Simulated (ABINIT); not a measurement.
# YBTe3 (Pm-3m): zone-centre phonons

Aim: the zone-centre modes of YBTe3 (Pm-3m).

Main program and level: ABINIT 10.8.3; DFT LDA, scalar-relativistic, plane waves, JTH PAW pseudopotentials.

The structure was built from a prototype and need not be the compound's stable phase.

### 1. The structure

Symmetry: Pm-3m, No. 221, cubic system. The conventional cell has a = 4.811 Å, b = 4.811 Å, c = 4.811 Å, α = 90.00°, β = 90.00°, γ = 90.00°. Nearest to Y lie 12 Te at 3.40 Å. B has 6 Te at 2.41 Å nearest. Nearest to Te lie 2 B at 2.41 Å and 4 Y at 3.40 Å. Farther neighbours and most contacts between anions are not listed.

### 2. A probe with smearing

A first run with smearing and empty bands tells whether the crystal has a gap, which decides between fixed occupations and smearing later on.

probe.abi reads:

```
# ground state
tolvrs 1.0d-08
prtden 1
prtwf 1

# basis, mesh and filling
ecut 24.0
ecutsm 3.0
pawecutdg 48.0
ngkpt 4 4 4
nshiftk 1
shiftk 0.0 0.0 0.0
istwfk *1
occopt 7
tsmear 0.005
nband 24
nstep 100
diemac 9.0
prtebands 0
prtgsr 0

# cell and atoms
acell 3*1.0 Angstrom
rprim 
    4.8112 0.0 0.0
    0.0 4.8112 0.0
    0.0 0.0 4.8112
ntypat 3
znucl 39 5 52
natom 5
typat 1 2 3 3 3
xred 
    0.0 0.0 0.0
    0.5 0.5 0.5
    0.5 0.5 0.0
    0.5 0.0 0.5
    0.0 0.5 0.5
pp_dirpath "./pseudo"
pseudos "Y.xml, B.xml, Te.xml"
```

Run with:

```sh
$ OMP_NUM_THREADS=1 mpirun -n 4 abinit probe.abi > probe.log
```

Numbers of over 12 decimals in the logs are rounded to 6 here.

probe.abo, the main output file:

```text
[banners, grids, parts of the stress and lines that vanish by symmetry left out]
- input  file    -> probe.abi
- output file    -> probe.abo
- root for input  files -> probei
[...]
Symmetries : space group Pm -3 m (#221); Bravais cP (primitive cubic)
[...]
mpw =        4260          nfft =       91125          nkpt =          10
[...]
== DATASET  1 ==================================================================
[...]
cutoff_energies: {ecut:  24.0, pawecutdg:  48.0, }
[...]
ETOT  1  -66.903951597942    -6.690E+01 9.223E-02 4.846E+00
 ETOT  2  -67.028066202177    -1.241E-01 9.470E-03 5.679E-01
 ETOT  3  -67.026583130323     1.483E-03 2.996E-03 7.271E-02
 ETOT  4  -67.026580479398     2.651E-06 1.387E-03 3.580E-03
 ETOT  5  -67.026575195785     5.284E-06 1.272E-03 8.136E-04
 ETOT  6  -67.026573857455     1.338E-06 6.255E-04 2.862E-05
 ETOT  7  -67.026573807350     5.011E-08 4.781E-04 3.775E-06
 ETOT  8  -67.026573802355     4.995E-09 2.087E-04 6.557E-08
 ETOT  9  -67.026573802549    -1.946E-10 1.605E-04 7.438E-09
 At SCF step    9       nres2   =  7.44E-09 < tolvrs=  1.00E-08 =>converged.
[...]
sigma(1 1)= -1.15138224E-04  sigma(3 2)=  0.00000000E+00
  sigma(2 2)= -1.15138224E-04  sigma(3 1)=  0.00000000E+00
  sigma(3 3)= -1.15138224E-04  sigma(2 1)=  0.00000000E+00
[...]
convergence: {deltae: -1.946E-10, res2:  7.438E-09, residm:  1.605E-04, diffor: null, }
etotal    :  -6.70265738E+01
[...]
sigma(1 1)= -1.15138224E-04  sigma(3 2)=  0.00000000E+00
  sigma(2 2)= -1.15138224E-04  sigma(3 1)=  0.00000000E+00
  sigma(3 3)= -1.15138224E-04  sigma(2 1)=  0.00000000E+00
[...]
- sigma(1 1)= -3.38748349E+00  sigma(3 2)=  0.00000000E+00
- sigma(2 2)= -3.38748349E+00  sigma(3 1)=  0.00000000E+00
- sigma(3 3)= -3.38748349E+00  sigma(2 1)=  0.00000000E+00
[...]
fcart     -0.0000000000E+00 -0.0000000000E+00 -0.0000000000E+00
           strten     -1.1513822351E-04 -1.1513822351E-04 -1.1513822351E-04
================================================================================

[key lines of the parts left out:]
pressure_GPa:   3.3875E+00
Total energy DC (eV): -6.46900840038331E+05
```

Wall time 28 s (4 MPI ranks of Intel Xeon at 2.70GHz, shared host).

Read from the output:

* volume per atom: 22.27 Å³
* pressure: 3.387 GPa
* gap on the k-mesh: 0 eV

No gap opens on this mesh, so smearing is kept.

### 3. Rough relaxation

The typed start is rough, so a first relaxation with smearing and loose thresholds takes it towards rest cheaply.

prerelax.abi reads:

```
# relaxation
ionmov 2
optcell 2
dilatmx 1.15
chkdilatmx 0
ntime 40
tolmxf 3.0d-04
tolvrs 1.0d-10
prtwf 0
prtden 0
chksymtnons 0

# basis, mesh and filling
ecut 19.2
ecutsm 3.0
pawecutdg 38.4
ngkpt 4 4 4
nshiftk 1
shiftk 0.0 0.0 0.0
istwfk *1
occopt 7
tsmear 0.005
nband 24
nstep 100
diemac 1000000.0
prtebands 0
prtgsr 0

# cell and atoms
acell 3*1.0 Angstrom
rprim 
    4.8112 0.0 0.0
    0.0 4.8112 0.0
    0.0 0.0 4.8112
ntypat 3
znucl 39 5 52
natom 5
typat 1 2 3 3 3
xred 
    0.0 0.0 0.0
    0.5 0.5 0.5
    0.5 0.5 0.0
    0.5 0.0 0.5
    0.0 0.5 0.5
pp_dirpath "./pseudo"
pseudos "Y.xml, B.xml, Te.xml"
```

Run with:

```sh
$ OMP_NUM_THREADS=1 mpirun -n 4 abinit prerelax.abi > prerelax.log
```

prerelax.abo, the main output file:

```text
[banners, grids, parts of the stress and lines that vanish by symmetry left out]
- input  file    -> prerelax.abi
- output file    -> prerelax.abo
- root for input  files -> prerelaxi
[...]
Symmetries : space group Pm -3 m (#221); Bravais cP (primitive cubic)
[...]
mpw =        4636          nfft =       91125          nkpt =          10
[...]
== DATASET  1 ==================================================================
[...]
cutoff_energies: {ecut:  19.2, pawecutdg:  38.4, }
[...]
ETOT  1  -66.859556201442    -6.686E+01 2.080E-01 5.890E+00
 ETOT  2  -67.027487975647    -1.679E-01 1.917E-02 8.059E-01
 ETOT  3  -67.026396683995     1.091E-03 3.070E-03 1.726E-01
 ETOT  4  -67.026221871254     1.748E-04 2.498E-03 5.010E-03
 ETOT  5  -67.026224108801    -2.238E-06 1.024E-03 1.260E-03
[...]
At SCF step   11       nres2   =  4.35E-11 < tolvrs=  1.00E-10 =>converged.
[...]
ETOT  8  -67.027926998975     4.192E-12 1.861E-09 5.072E-11
 At SCF step    8       nres2   =  5.07E-11 < tolvrs=  1.00E-10 =>converged.
[...]
sigma(1 1)= -1.46673317E-07  sigma(3 2)=  0.00000000E+00
  sigma(2 2)= -1.46673317E-07  sigma(3 1)=  0.00000000E+00
  sigma(3 3)= -1.46673317E-07  sigma(2 1)=  0.00000000E+00
[...]
convergence: {deltae:  4.192E-12, res2:  5.072E-11, residm:  1.861E-09, diffor: null, }
etotal    :  -6.70279270E+01
[...]
At Broyd/MD step   4, gradients are converged :
[...]
sigma(1 1)= -1.46673317E-07  sigma(3 2)=  0.00000000E+00
  sigma(2 2)= -1.46673317E-07  sigma(3 1)=  0.00000000E+00
  sigma(3 3)= -1.46673317E-07  sigma(2 1)=  0.00000000E+00
[...]
- sigma(1 1)= -4.31527798E-03  sigma(3 2)=  0.00000000E+00
- sigma(2 2)= -4.31527798E-03  sigma(3 1)=  0.00000000E+00
- sigma(3 3)= -4.31527798E-03  sigma(2 1)=  0.00000000E+00
[...]
fcart     -0.0000000000E+00 -0.0000000000E+00 -0.0000000000E+00
           strten     -1.4667331740E-07 -1.4667331740E-07 -1.4667331741E-07
================================================================================

[key lines of the parts left out:]
pressure_GPa:   4.3153E-03
Total energy DC (eV): -6.46900876860682E+05
```

Run time: 85 s. Hardware: 4 MPI ranks.

Relaxation path:

| step | energy less that of the first step (eV) | largest force (eV/Å) | volume (Å³) |
| --- | --- | --- | --- |
| 1 | 0.0000 | 0.0000 | 111.37 |
| 2 | -0.0212 | 0.0000 | 112.53 |
| 3 | -0.0463 | 0.0000 | 115.74 |
| 4 | -0.0464 | 0.0000 | 115.89 |

| conventional cell, symmetrised | before | after | change |
| --- | --- | --- | --- |
| a (Å) | 4.811 | 4.876 | +1.3 % |
| b (Å) | 4.811 | 4.876 | +1.3 % |
| c (Å) | 4.811 | 4.876 | +1.3 % |
| volume (Å³/atom) | 22.27 | 23.18 | +4.1 % |

Final coordinates:

```cif
data_structure
_symmetry_space_group_name_H-M 'P 1'
_symmetry_Int_Tables_number 1
_cell_length_a 4.8755
_cell_length_b 4.8755
_cell_length_c 4.8755
_cell_angle_alpha 90.000
_cell_angle_beta 90.000
_cell_angle_gamma 90.000
_cell_volume 115.89
loop_
_atom_site_label
_atom_site_type_symbol
_atom_site_fract_x
_atom_site_fract_y
_atom_site_fract_z
_atom_site_occupancy
Y1 Y 0.00000 0.00000 0.00000 1
B2 B 0.50000 0.50000 0.50000 1
Te3 Te 0.50000 0.50000 0.00000 1
Te4 Te 0.50000 0.00000 0.50000 1
Te5 Te 0.00000 0.50000 0.50000 1
```

This step gave:

```
volume per atom : 23.18 Å³
pressure        : 0.004315 GPa
```

The volume changes by +4.1 % in this run and stands +4.1 % from the first cell.

### 4. Relaxing the cell and atoms

The harmonic expansion needs vanishing forces, and a free crystal bears no stress, so cell and atoms are brought to rest. Stress is more sensitive to the basis than forces are: the last 3 Ha under the cutoff are smoothed with ecutsm.

relax.abi reads:

```
# relaxation
ionmov 2
optcell 2
dilatmx 1.08
ntime 40
tolmxf 1.0d-05
tolvrs 1.0d-14
prtwf 0
prtden 0
chksymtnons 0

# basis, mesh and filling
ecut 24.0
ecutsm 3.0
pawecutdg 48.0
ngkpt 6 6 6
nshiftk 1
shiftk 0.0 0.0 0.0
istwfk *1
occopt 3
tsmear 0.01
nband 24
nstep 100
diemac 1000000.0
prtebands 0
prtgsr 0

# cell and atoms
acell 3*1.0 Angstrom
rprim 
    4.875524249 0.0 0.0
    0.0 4.875524249 0.0
    0.0 0.0 4.875524249
ntypat 3
znucl 39 5 52
natom 5
typat 1 2 3 3 3
xred 
    0.0 0.0 0.0
    0.5 0.5 0.5
    0.5 0.5 0.0
    0.5 0.0 0.5
    0.0 0.5 0.5
pp_dirpath "./pseudo"
pseudos "Y.xml, B.xml, Te.xml"
```

Run with:

```sh
$ OMP_NUM_THREADS=1 mpirun -n 4 abinit relax.abi > relax.log
```

relax.abo, the main output file:

```text
[banners, grids, parts of the stress and lines that vanish by symmetry left out]
- input  file    -> relax.abi
- output file    -> relax.abo
- root for input  files -> relaxi
[...]
Symmetries : space group Pm -3 m (#221); Bravais cP (primitive cubic)
[...]
mpw =        5568          nfft =       91125          nkpt =          20
[...]
== DATASET  1 ==================================================================
[...]
cutoff_energies: {ecut:  24.0, pawecutdg:  48.0, }
[...]
ETOT  1  -66.947099789995    -6.695E+01 5.821E-02 7.028E+00
 ETOT  2  -67.040440335527    -9.334E-02 1.075E-02 9.341E-01
 ETOT  3  -67.037841840769     2.598E-03 4.230E-03 9.509E-02
 ETOT  4  -67.037865880945    -2.404E-05 1.608E-03 2.358E-03
 ETOT  5  -67.037866455023    -5.741E-07 8.373E-04 3.193E-04
[...]
At SCF step   14       nres2   =  2.39E-15 < tolvrs=  1.00E-14 =>converged.
[...]
sigma(1 1)=  7.48973554E-06  sigma(3 2)=  0.00000000E+00
  sigma(2 2)=  7.48973554E-06  sigma(3 1)=  0.00000000E+00
  sigma(3 3)=  7.48973554E-06  sigma(2 1)=  0.00000000E+00
[...]
convergence: {deltae: -7.175E-11, res2:  2.391E-15, residm:  1.277E-04, diffor: null, }
etotal    :  -6.70378664E+01
[...]
ETOT  1  -67.037874039864    -6.704E+01 1.108E-04 1.056E-03
[...]
At SCF step   11       nres2   =  4.11E-15 < tolvrs=  1.00E-14 =>converged.
[...]
sigma(1 1)=  5.76458942E-06  sigma(3 2)=  0.00000000E+00
  sigma(2 2)=  5.76458942E-06  sigma(3 1)=  0.00000000E+00
  sigma(3 3)=  5.76458942E-06  sigma(2 1)=  0.00000000E+00
[...]
convergence: {deltae: -2.089E-12, res2:  4.106E-15, residm:  2.686E-05, diffor: null, }
etotal    :  -6.70378699E+01
[...]
ETOT  1  -67.037920988749    -6.704E+01 4.640E-05 1.186E-02
[...]
ETOT 11  -67.037874963960     2.260E-12 8.655E-06 4.548E-14
 ETOT 12  -67.037874963960    -1.847E-13 2.064E-05 2.741E-15
 At SCF step   12       nres2   =  2.74E-15 < tolvrs=  1.00E-14 =>converged.
[...]
sigma(1 1)= -3.00878078E-08  sigma(3 2)=  0.00000000E+00
  sigma(2 2)= -3.00878078E-08  sigma(3 1)=  0.00000000E+00
  sigma(3 3)= -3.00878079E-08  sigma(2 1)=  0.00000000E+00
[...]
convergence: {deltae: -1.847E-13, res2:  2.741E-15, residm:  2.064E-05, diffor: null, }
etotal    :  -6.70378750E+01
[...]
At Broyd/MD step   3, gradients are converged :
[...]
sigma(1 1)= -3.00878078E-08  sigma(3 2)=  0.00000000E+00
  sigma(2 2)= -3.00878078E-08  sigma(3 1)=  0.00000000E+00
  sigma(3 3)= -3.00878079E-08  sigma(2 1)=  0.00000000E+00
[...]
- sigma(1 1)= -8.85213868E-04  sigma(3 2)=  0.00000000E+00
- sigma(2 2)= -8.85213868E-04  sigma(3 1)=  0.00000000E+00
- sigma(3 3)= -8.85213869E-04  sigma(2 1)=  0.00000000E+00
[...]
fcart     -0.0000000000E+00 -0.0000000000E+00 -0.0000000000E+00
           strten     -3.0087807815E-08 -3.0087807825E-08 -3.0087807870E-08
================================================================================

[key lines of the parts left out:]
pressure_GPa:   8.8521E-04
Total energy DC (eV): -6.46901147558599E+05
```

Run time: 3.1 min. Hardware: 4 MPI ranks; 12 min of CPU time.

Little changed from the start: no atom moved by 0.005 Å and no cell edge by 0.1 %.

This step gave:

| Property | Result |
| --- | --- |
| volume per atom | 23.11 Å³ |
| pressure | 8.85e-4 GPa |

The volume changes by -0.3 % in this run and stands +3.8 % from the first cell.

### 5. Ground state

First-order wavefunctions inherit every error of the ground state, hence the very tight tolvrs. ecutsm is kept as in the relaxation, so that the cell stays at rest. Smearing stays on, as the first look found no gap above 0.3 eV.

gs.abi reads:

```
# ground state
tolvrs 1.0d-16
prtden 1
prtwf 1

# basis, mesh and filling
ecut 24.0
ecutsm 3.0
pawecutdg 48.0
ngkpt 6 6 6
nshiftk 1
shiftk 0.0 0.0 0.0
istwfk *1
occopt 3
tsmear 0.01
nband 24
nstep 100
diemac 1000000.0
prtebands 0
prtgsr 0

# cell and atoms
acell 3*1.0 Angstrom
rprim 
    4.870778853 0.0 0.0
    0.0 4.870778853 0.0
    0.0 0.0 4.870778853
ntypat 3
znucl 39 5 52
natom 5
typat 1 2 3 3 3
xred 
    0.0 0.0 0.0
    0.5 0.5 0.5
    0.5 0.5 0.0
    0.5 0.0 0.5
    0.0 0.5 0.5
pp_dirpath "./pseudo"
pseudos "Y.xml, B.xml, Te.xml"
```

Run with:

```sh
$ OMP_NUM_THREADS=1 mpirun -n 4 abinit gs.abi > gs.log
```

gs.abo, the main output file:

```text
[banners, grids, parts of the stress and lines that vanish by symmetry left out]
- input  file    -> gs.abi
- output file    -> gs.abo
- root for input  files -> gsi
[...]
Symmetries : space group Pm -3 m (#221); Bravais cP (primitive cubic)
[...]
mpw =        4416          nfft =       91125          nkpt =          20
[...]
== DATASET  1 ==================================================================
[...]
cutoff_energies: {ecut:  24.0, pawecutdg:  48.0, }
[...]
ETOT  1  -66.928247833533    -6.693E+01 9.990E-02 6.186E+00
 ETOT  2  -67.040420023143    -1.122E-01 3.058E-02 8.457E-01
 ETOT  3  -67.037893764922     2.526E-03 4.794E-03 9.976E-02
 ETOT  4  -67.037872743982     2.102E-05 3.047E-03 1.787E-03
 ETOT  5  -67.037875673188    -2.929E-06 2.045E-03 6.264E-04
[...]
ETOT 16  -67.037875035186    -2.777E-11 2.568E-05 3.651E-16
 ETOT 17  -67.037875035207    -2.093E-11 1.650E-05 6.633E-17
 At SCF step   17       nres2   =  6.63E-17 < tolvrs=  1.00E-16 =>converged.
[...]
sigma(1 1)=  1.75808330E-08  sigma(3 2)=  0.00000000E+00
  sigma(2 2)=  1.75808331E-08  sigma(3 1)=  0.00000000E+00
  sigma(3 3)=  1.75808331E-08  sigma(2 1)=  0.00000000E+00
[...]
convergence: {deltae: -2.093E-11, res2:  6.633E-17, residm:  1.650E-05, diffor: null, }
etotal    :  -6.70378750E+01
[...]
sigma(1 1)=  1.75808330E-08  sigma(3 2)=  0.00000000E+00
  sigma(2 2)=  1.75808331E-08  sigma(3 1)=  0.00000000E+00
  sigma(3 3)=  1.75808331E-08  sigma(2 1)=  0.00000000E+00
[...]
- sigma(1 1)=  5.17245966E-04  sigma(3 2)=  0.00000000E+00
- sigma(2 2)=  5.17245967E-04  sigma(3 1)=  0.00000000E+00
- sigma(3 3)=  5.17245967E-04  sigma(2 1)=  0.00000000E+00
[...]
fcart     -0.0000000000E+00 -0.0000000000E+00 -0.0000000000E+00
           strten      1.7580833050E-08  1.7580833084E-08  1.7580833084E-08
================================================================================

[key lines of the parts left out:]
pressure_GPa:  -5.1725E-04
Total energy DC (eV): -6.46901147560538E+05
```

Run time: 62 s. Hardware: 4 MPI ranks.

Numbers from this step:

```
pressure : -5.17e-4 GPa
```

The cell stands at -5.2e-4 GPa, close enough for phonons.

### 6. Zone-centre response

At q = 0 one unit cell holds all displacements. The response is solved for single atoms along the cell's directions, and symmetry skips those that follow from others. The crystal is treated as a metal, which screens a static field, so no field response is asked.

dfpt_gamma.abi reads:

```

# common to the responses
getwfk_filepath "gso_WFK"
kptopt 2
nqpt 1
qpt 0.0 0.0 0.0
asr 0
chneut 0

# displacements
rfphon 1
rfatpol 1 5
rfdir 1 1 1
tolvrs 1.0d-10
prtwf 0

# basis, mesh and filling
ecut 24.0
ecutsm 3.0
pawecutdg 48.0
ngkpt 6 6 6
nshiftk 1
shiftk 0.0 0.0 0.0
istwfk *1
occopt 3
tsmear 0.01
nband 24
nstep 100
diemac 1000000.0
prtebands 0
prtgsr 0

# cell and atoms
acell 3*1.0 Angstrom
rprim 
    4.870778853 0.0 0.0
    0.0 4.870778853 0.0
    0.0 0.0 4.870778853
ntypat 3
znucl 39 5 52
natom 5
typat 1 2 3 3 3
xred 
    0.0 0.0 0.0
    0.5 0.5 0.5
    0.5 0.5 0.0
    0.5 0.0 0.5
    0.0 0.5 0.5
pp_dirpath "./pseudo"
pseudos "Y.xml, B.xml, Te.xml"
```

Run with:

```sh
$ OMP_NUM_THREADS=1 mpirun -n 4 abinit dfpt_gamma.abi > dfpt_gamma.log
```

dfpt_gamma.abo, the main output file:

```text
[banners, grids, parts of the stress and lines that vanish by symmetry left out]
- input  file    -> dfpt_gamma.abi
- output file    -> dfpt_gamma.abo
- root for input  files -> dfpt_gammai
[...]
Symmetries : space group Pm -3 m (#221); Bravais cP (primitive cubic)
[...]
nfft =       91125          nkpt =         112
[...]
== DATASET  1 ==================================================================
[...]
cutoff_energies: {ecut:  24.0, pawecutdg:  48.0, }
[...]
Perturbation : displacement of atom   1   along direction   1
[...]
-ETOT  1   1956.4408174265     -5.113E+02 7.221E+00 1.334E+07
 ETOT  2   77.802096855101     -1.879E+03 8.392E-01 6.994E+05
 ETOT  3   3.688522     -7.411E+01 2.804E-01 3.557E+04
 ETOT  4 -0.422346     -4.111E+00 5.167E-02 2.925E+02
 ETOT  5 -0.464097     -4.175E-02 4.721E-03 2.061E+01
[...]
At SCF step   14       vres2   =  5.87E-12 < tolvrs=  1.00E-10 =>converged.
[...]
Perturbation : displacement of atom   2   along direction   1
[...]
-ETOT  1   109.43350631415     -4.579E+01 8.426E-01 8.800E+05
[...]
At SCF step   12       vres2   =  2.84E-11 < tolvrs=  1.00E-10 =>converged.
[...]
Perturbation : displacement of atom   3   along direction   1
[...]
-ETOT  1   182.38044906450      1.769E+01 1.174E+00 1.691E+06
[...]
At SCF step   13       vres2   =  1.07E-11 < tolvrs=  1.00E-10 =>converged.
[...]
Perturbation : displacement of atom   3   along direction   3
[...]
-ETOT  1   207.72181077951      4.280E+01 2.317E+00 1.804E+06
[...]
ETOT 12   5.732255     -4.235E-12 1.063E-09 1.445E-10
 ETOT 13   5.732255      5.372E-12 5.019E-11 2.720E-11
 At SCF step   13       vres2   =  2.72E-11 < tolvrs=  1.00E-10 =>converged.
[...]
Phonon wavevector (reduced coordinates) :  0.00000  0.00000  0.00000
 Phonon energies in Hartree :
[...]
Phonon frequencies in cm-1    :
- -7.037603E+01 -7.037603E+01 -7.037603E+01 -2.973765E+01 -2.973765E+01
- -2.973765E+01  6.105548E+00  6.105548E+00  6.105548E+00  9.873759E+01
-  9.873759E+01  9.873759E+01  1.458752E+02  1.458752E+02  1.458752E+02
[...]
fcart      0.0000000000E+00  0.0000000000E+00  0.0000000000E+00
           strten      0.0000000000E+00  0.0000000000E+00  0.0000000000E+00
================================================================================
```

It took 9.5 min on 4 MPI ranks; 38 min of CPU time.

Numbers from this step:

```
largest acoustic frequency at the zone centre before the sum rule : 6.11 cm⁻¹
highest optical zone-centre mode (no LO-TO term)                  : 145.9 cm⁻¹
lowest optical zone-centre mode                                   : -70.38 cm⁻¹
```

The acoustic modes at Γ come out as far as 6.1 cm⁻¹ from zero, where they should vanish, a small numerical error. The lowest optical mode is imaginary, 70i cm⁻¹, an instability at this level and on this k mesh.

(Part 1 of 2 ends here.)

[Host names and launcher messages were left out of these logs when they were recorded.]

[Logs are printed without paths, hosts, clocks, repeated set-up lines and the standing remarks that a program may print on its own settings, such as how far it seeks lower states.]

[Hosts, paths, dates, database ids (printed as entryN), source tags and the programs' standing remarks are cut or masked in the printed files.]
